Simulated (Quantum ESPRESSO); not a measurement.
# Energy mapping worked by hand: NiS

Can a spin model with one coupling foretell the energy of a further order of NiS?

Calculated with Quantum ESPRESSO 7.5; PBEsol with U = 6 eV on Ni d (ortho-atomic projectors); plane waves with GBRV 1.5 PBEsol potentials, no spin-orbit coupling.

The database entry behind the starting cell differs from later determinations by our own check (about 0.4 % short), so it need not match the best structure at ambient conditions.

## Step 1: Starting point

Symmetry: P6_3/mmc, No. 194, hexagonal system. The conventional cell has a = 3.425 Å, b = 3.425 Å, c = 5.340 Å, α = 90.00°, β = 90.00°, γ = 120.00°. Nearest to Ni lie 6 S at 2.39 Å and 2 Ni at 2.67 Å. S has 6 Ni at 2.39 Å nearest. Farther neighbours and most contacts between anions are not listed.

As a file:

```cif
data_structure
_symmetry_space_group_name_H-M 'P 1'
_symmetry_Int_Tables_number 1
_cell_length_a 3.4250
_cell_length_b 3.4250
_cell_length_c 5.3400
_cell_angle_alpha 90.000
_cell_angle_beta 90.000
_cell_angle_gamma 120.000
_cell_volume 54.25
loop_
_atom_site_label
_atom_site_type_symbol
_atom_site_fract_x
_atom_site_fract_y
_atom_site_fract_z
_atom_site_occupancy
Ni1 Ni 0.00000 0.00000 0.00000 1
Ni2 Ni 0.00000 0.00000 0.50000 1
S3 S 0.33333 0.66667 0.25000 1
S4 S 0.66667 0.33333 0.75000 1
```

The cell comes from the Crystallography Open Database.

## Step 2: The parallel order

All energies count from this run.

pw.in

```
&CONTROL
  calculation = 'scf'
  prefix = 'pwscf'
  outdir = './tmp'
  pseudo_dir = './pseudo'
  disk_io = 'nowf'
/
&SYSTEM
  ibrav = 0
  celldm(1) = 8
  nat = 4
  ntyp = 2
  ecutwfc = 40
  ecutrho = 280
  nbnd = 35
  occupations = 'smearing'
  smearing = 'fd'
  degauss = 0.00367493
  nspin = 2
  starting_magnetization(1) = 0.1111
  starting_magnetization(2) = 0
/
&ELECTRONS
  conv_thr = 8d-09
  electron_maxstep = 150
  mixing_beta = 0.3
/
ATOMIC_SPECIES
Ni     58.6934 ni_pbesol_v1.4.uspp.F.UPF
S      32.0600 s_pbesol_v1.4.uspp.F.UPF
CELL_PARAMETERS alat
   0.8090389971054    0.0000000000000    0.0000000000000
  -0.4045194985527    0.7006483241546    0.0000000000000
   0.0000000000000    0.0000000000000    1.2613921881877
ATOMIC_POSITIONS crystal
Ni      0.0000000000    0.0000000000    0.0000000000
Ni      0.0000000000    0.0000000000    0.5000000000
S       0.3333333333    0.6666666667    0.2500000000
S       0.6666666667    0.3333333333    0.7500000000
K_POINTS automatic
6 6 6 0 0 0
HUBBARD {ortho-atomic}
U Ni-3d 6.0000
```

On the command line:

```console
> OMP_NUM_THREADS=1 mpirun -n 4 pw.x -nk 4 -in pw.in > pw.out
```

The log of the run:

```text
Program PWSCF v.7.5 starts
     [... lines left out ...]
     number of atoms/cell      =            4
     [... lines left out ...]
     number of electrons       =        48.00
     number of Kohn-Sham states=           35
     kinetic-energy cutoff     =      40.0000  Ry
     charge density cutoff     =     280.0000  Ry
     scf convergence threshold =      8.0E-09
     [... lines left out ...]
     24 Sym. Ops., with inversion, found (12 have fractional translation)
     [... lines left out ...]
     number of k points=    28  Fermi-Dirac smearing, width (Ry)=  0.0037
     [... lines left out ...]
     iteration # 34     ecut=    40.00 Ry     beta= 0.30
     [... lines left out ...]
     Magnetic moment per site  (integrated on atomic sphere of radius R)
     atom   1 (R=0.232)  charge= 16.3305  magn=  1.5111
     atom   2 (R=0.232)  charge= 16.3305  magn=  1.5111
     atom   3 (R=0.232)  charge=  4.1311  magn=  0.2693
     atom   4 (R=0.232)  charge=  4.1311  magn=  0.2693
     [... lines left out ...]
     Tr[ns(  1)] (up, down, total) =   4.93687  3.46347  8.40034
     [... lines left out ...]
     Tr[ns(  2)] (up, down, total) =   4.93687  3.46347  8.40034
     [... lines left out ...]
     the Fermi energy is    12.7942 ev
!    total energy              =    -733.90511307 Ry
     estimated scf accuracy    <          3.2E-09 Ry
     smearing contrib. (-TS)   =      -0.00087367 Ry
     [... lines left out ...]
     total magnetization       =     3.80 Bohr mag/cell
     absolute magnetization    =     3.81 Bohr mag/cell
     convergence has been achieved in  34 iterations
   JOB DONE.
```

Run time: 47 s. Hardware: 4 MPI ranks of Arm Neoverse V2, shared host; peak memory 0.41 GiB; 3.2 min of CPU time.

Spin moment in the atom's sphere by atom:

| atom | spin moment in the atom's sphere (μB) |
| --- | --- |
| Ni1 | 1.51 |
| Ni2 | 1.51 |
| S3 | 0.27 |
| S4 | 0.27 |

This step gave:

- smearing term TS: 0.01189 eV
- magnetization: 3.798 μB
- absolute magnetization: 3.812 μB
- final state: ferromagnetic

## Step 3: The orders used for the fit

The other orders were run with the same settings, on meshes that hold the same points. Free energies are divided by the number of Ni atoms; q is in fractions of the reciprocal vectors of the first run's cell.

| order | atoms | mesh | free energy (eV) | eV per Ni | largest moment (μB) |
| --- | --- | --- | --- | --- | --- |
| F ++ | 4 | 6×6×6 | -9985.2877 | -4992.6439 | 1.51 |
| AF q=(0,1/2,0) +--+ | 8 | 6×3×6 | -19971.2240 | -4992.8060 | 1.44 |

## Step 4: Counting neighbours

With E = −Σ J e_i·e_j over ordered pairs of unit vectors, turning a neighbour from parallel to opposed costs 2J a Ni atom. So an order lies 2 Σ n J over the parallel one, n being the opposed neighbours in each shell.

```
shell  distance (Å)  neighbours  opposed in AF q=(0,1/2,0) +--+  opposed in AF q=(0,0,1/2) +-+-
   J1          2.67           2                               2                               1
   J2          3.42           6                               4                               0
```

Only J1 is kept, as an effective coupling that takes up all reversed shells.

## Step 5: Solving

```
2 × 2 × J1 = -162.1 meV    (AF q=(0,1/2,0) +--+)
J1 = -40.52 meV
```

## Step 6: The test

The couplings now give the orders that were left out:

```
2 × 1 × (-40.52) = -81.0 meV    (AF q=(0,0,1/2) +-+-)
```

The runs themselves:

```csv
order,atoms,mesh,free energy (eV),eV per Ni,largest moment (μB),over the parallel order (meV),foretold (meV)
"AF q=(0,0,1/2) +-+-",8,6×6×3,-19971.2970,-4992.8243,1.41,-180.4,-81.0
```

## Step 7: One more shell

One way to take up the miss is the next shell. Both differences then fix both couplings, and no order is left for a test.

```
2 × 2 × J1 + 2 × 4 × J2 = -162.1 meV    (AF q=(0,1/2,0) +--+)
2 × 1 × J1 = -180.4 meV    (AF q=(0,0,1/2) +-+-)
J1 = -90.20 meV
J2 = +24.84 meV
```

## Step 8: Results

| Property | Result |
| --- | --- |
| effective J1 (Ni–Ni at 2.67 Å) | -40.5 meV |
| largest miss on the orders left out | 99 meV |
| J1 with two shells | -90.2 meV |
| J2 with two shells | 24.8 meV |

In words: The model misses the order left out by 99 meV, 55 % of the largest energy difference, so it fails: these couplings alone don't describe the crystal. With the next shell added the couplings are J1 = -90.20 and J2 = +24.84 meV, untested. The largest moment changes by 6.5 % between the orders. Shells that were dropped are folded into the couplings or show in the miss.

[Logs and program files are shortened in this print: banners, set-up blocks, solver, clock and traceback lines can be left out without a mark of their own.]

[Logs are printed without paths, hosts, clocks, repeated set-up lines and the standing remarks that a program may print on its own settings, such as how far it seeks lower states.]

[Hosts, paths, dates, database ids (printed as entryN), source tags and the programs' standing remarks are cut or masked in the printed files.]

[Where a cell is said to come from a database of computed structures, the database is the Materials Project.]
